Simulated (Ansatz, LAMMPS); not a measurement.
# An extra electron or hole in glassy 85GeO2-15Li2O (mol %) (78 atoms): runs compared

Does an extra electron or hole in glassy 85GeO2-15Li2O (mol %) (78 atoms) stay spread out, or do the atoms trap it?

Computed with Ansatz 0.2.0: Kohn-Sham DFT, PBEsol, PAW (set soft_2), plane waves.

## (1) The cell as built

The cell holds 78 atoms: 22 Ge, 8 Li and 48 O. Cell: a = 10.446 Å, b = 10.446 Å, c = 10.446 Å, α = 90.0°, β = 90.0°, γ = 90.0°. 78 atoms (22 Ge, 8 Li, 48 O) placed at random at 3.6 g/cm³, melted at 4000 K for 10 ps at fixed volume with the Morse and Coulomb pair potential with partial charges (Pedone, Malavasi, Menziani, Cormack and Segre, J. Phys. Chem. B 110, 11780 (2006)). Quenched from 4000 K to 300 K at 10 K/ps and fixed volume, held 10 ps at zero pressure.

Limits known from the start: The quench rate of 10 K/ps is orders of magnitude faster than experiment, which tends to freeze in extra defects. The starting topology of bonds comes from the classical model, and needn't be the one that DFT or experiment would give. Sampling is at Γ alone, for a cell whose shortest periodic width is 10 Å.

## (2) The reference run

The reference is a single point at the end of the relaxation.

The charged cells start from the geometry of this run, on a uniform background, with spin and a narrow Fermi–Dirac smearing.

Its input, with most atom lines left out:

```yaml
crystal:
  lattice:
    - [10.44639, 0.0, 0.0]
    - [0.0, 10.44639, 0.0]
    - [0.0, 0.0, 10.44639]
  atoms:
    - { symbol: Ge, position: [0.09753, 0.98158, 0.27243] }
    - { symbol: Ge, position: [0.04087, 0.01415, 0.66523] }
    - { symbol: Ge, position: [0.30037, 0.68995, 0.75175] }
    - { symbol: Ge, position: [0.44975, 0.98722, 0.73841] }
    - { symbol: Ge, position: [0.2269, 0.549, 0.46073] }
    - { symbol: Ge, position: [0.79641, 0.07942, 0.32271] }
    - { symbol: Ge, position: [0.72499, 0.94202, 0.58628] }
    [... atom lines 8 to 78 left out ...]
kpoints:
  mp_grid: { grid: [1, 1, 1] }
hamiltonian:
  xc: pbesol
scf:
  occupations: { method: fixed }
output:
  forces: true
  stress: true
  populations: intrinsic
  dos:
    method: { smearing: { sigma: 0.1 } }
    de: 0.1
    projected: { site_lists: { Ge: [Ge], Li: [Li], O: [O] } }
  eigenvalues: true
  write_density: true
  write_potential: true
  volumetric_format: npy
```

```
free energy per atom   : -1565.7508 eV/atom
r.m.s. force component : 0.00646 eV/Å
pressure               : -4.37 GPa
```

Filled and empty levels are parted by 2.02 eV (at Γ alone); a semilocal functional tends to put such gaps too low. In a disordered cell it changes from sample to sample, and tail or defect levels can set it.

## (3) The runs

Each row is one run, on 4 threads of Intel Xeon Platinum 8488C (Sapphire Rapids), shared host. The free energy is the program's total, comparable only between runs with the same functional, potentials and atoms; between charge states it hangs on the program's zero of potential.

| run | atoms | outcome | ionic steps, all passes | free energy (eV) | time | host memory (GiB) |
| --- | --- | --- | --- | --- | --- | --- |
| Single point at the start | 78 | converged | - | -122119.914 | 6.2 s | 1.5 |
| Relaxation | 78 | converged | 37 | -122128.566 | 3 min | 1.5 |
| Single point at the relaxed geometry | 78 | converged | - | -122128.566 | 10 s | 1.6 |
| An extra electron, atoms held | 78 | converged | - | -122123.405 | 26 s | 2.5 |
| An extra electron, atoms relaxed | 78 | converged | 4 | -122123.441 | 52 s | 2.5 |
| An extra electron, levels at the relaxed geometry | 78 | converged | - | -122123.441 | 27 s | 2.5 |
| Neutral at the geometry of the electron | 78 | converged | - | -122128.527 | 11 s | 1.6 |
| An extra hole, atoms held | 78 | converged | - | -122131.488 | 46 s | 2.5 |
| An extra hole, atoms relaxed | 78 | converged | 17 | -122132.502 | 3.6 min | 2.5 |
| An extra hole, levels at the relaxed geometry | 78 | converged | - | -122132.502 | 27 s | 2.5 |
| Neutral at the geometry of the hole | 78 | converged | - | -122127.713 | 14 s | 1.6 |

In some runs the program notes that the exchange-correlation potential is rough where the density is thin.

Local excerpt of 10 atoms (numbers count through the whole input) about O76, which holds the most spin of the extra hole after relaxation; x, y, z are measured from there.

| atom | x | y | z | distance (Å) | Löwdin charge (e) | moment (μB) |
| --- | --- | --- | --- | --- | --- | --- |
| O76 | 0.00 | 0.00 | 0.00 | 0.00 | -0.58 | 0.51 |
| Ge10 | 0.84 | 0.44 | 1.46 | 1.74 | 1.52 | 0.00 |
| Li24 | -1.48 | -0.50 | -1.03 | 1.87 | 0.79 | 0.00 |
| O44 | 0.90 | 2.13 | 0.33 | 2.34 | -0.62 | 0.26 |
| O62 | 0.35 | -1.33 | 2.26 | 2.64 | -0.76 | 0.04 |
| O71 | 2.60 | 0.14 | 1.35 | 2.93 | -0.75 | 0.00 |
| O68 | 0.86 | -0.91 | -2.85 | 3.11 | -0.73 | 0.00 |
| O73 | -2.39 | 1.24 | 1.62 | 3.14 | -0.73 | 0.00 |
| O57 | 0.36 | 1.24 | 2.95 | 3.23 | -0.71 | 0.00 |
| O34 | 1.65 | -2.78 | -0.63 | 3.30 | -0.76 | 0.00 |

## (4) Energies and spread of the extra charge

Energies are differences within one cell and functional; the shift is the gain plus the neutral cell's energy at the new geometry, that is how much cheaper the vertical process becomes there. The spread is the participation number of the site moments (1/Σw², over the spin inside atomic spheres), with the atom that holds the largest share and the spin that the spheres hold in all.

| carrier | charged less neutral, atoms held (eV) | gain on relaxing (eV) | neutral cell at that geometry, less the reference (eV) | shift of the vertical energy (eV) | spread, atoms held | spread, relaxed |
| --- | --- | --- | --- | --- | --- | --- |
| electron | 5.160 | 0.035 | 0.039 | 0.074 | 55; O57 3 % of 0.36 μB | 52; Ge10 4 % of 0.39 μB |
| hole | -2.922 | 1.015 | 0.852 | 1.867 | 15; O76 15 % of 0.85 μB | 2; O76 60 % of 0.84 μB |

## (5) What came out

The extra electron gains 0.035 eV as the atoms relax, and its spin stays on about 52 atoms: it stays spread out at this level. The cell with the electron ends on a moment of 0.85 μB, short of the 1 μB of one unpaired electron, so the spin density holds only part of the carrier. With the atoms held, the spheres hold only 0.36 of the 0.80 μB, so the spread is read from a small part of the spin. The extra hole gains 1.0 eV as the atoms relax, and its spin goes from about 15 to 2 atoms: the atoms trap it, with the largest share on O76. The O76–O44 distance goes from 2.70 to 2.34 Å. Adding the two vertical energies gives 2.24 eV, against a gap of 2.02 eV in the neutral cell. The zero of the potential cancels in this sum; the excess isn't taken apart here: charging of a small cell, filling of bands on a coarse mesh and the attraction to the background can all enter.

**Limits.** Single energies of charged cells hang on the program's zero of potential. In the spin-polarised runs the search for a state of lower energy was switched off. No distortion was seeded, so a trapped state behind a barrier can't be found. Local and semilocal functionals favour spread-out charges, so trapping can be missed. The pressure of -4.4 GPa shows the cell to be stretched for this functional. Charged cells carry a uniform background, with no correction for images.

The DFT runs together took 10 min of wall time.

[Logs are printed without paths, hosts, clocks, repeated set-up lines and the standing remarks that a program may print on its own settings, such as how far it seeks lower states.]

[Hosts, paths, dates, database ids (printed as entryN), source tags and the programs' standing remarks are cut or masked in the printed files.]
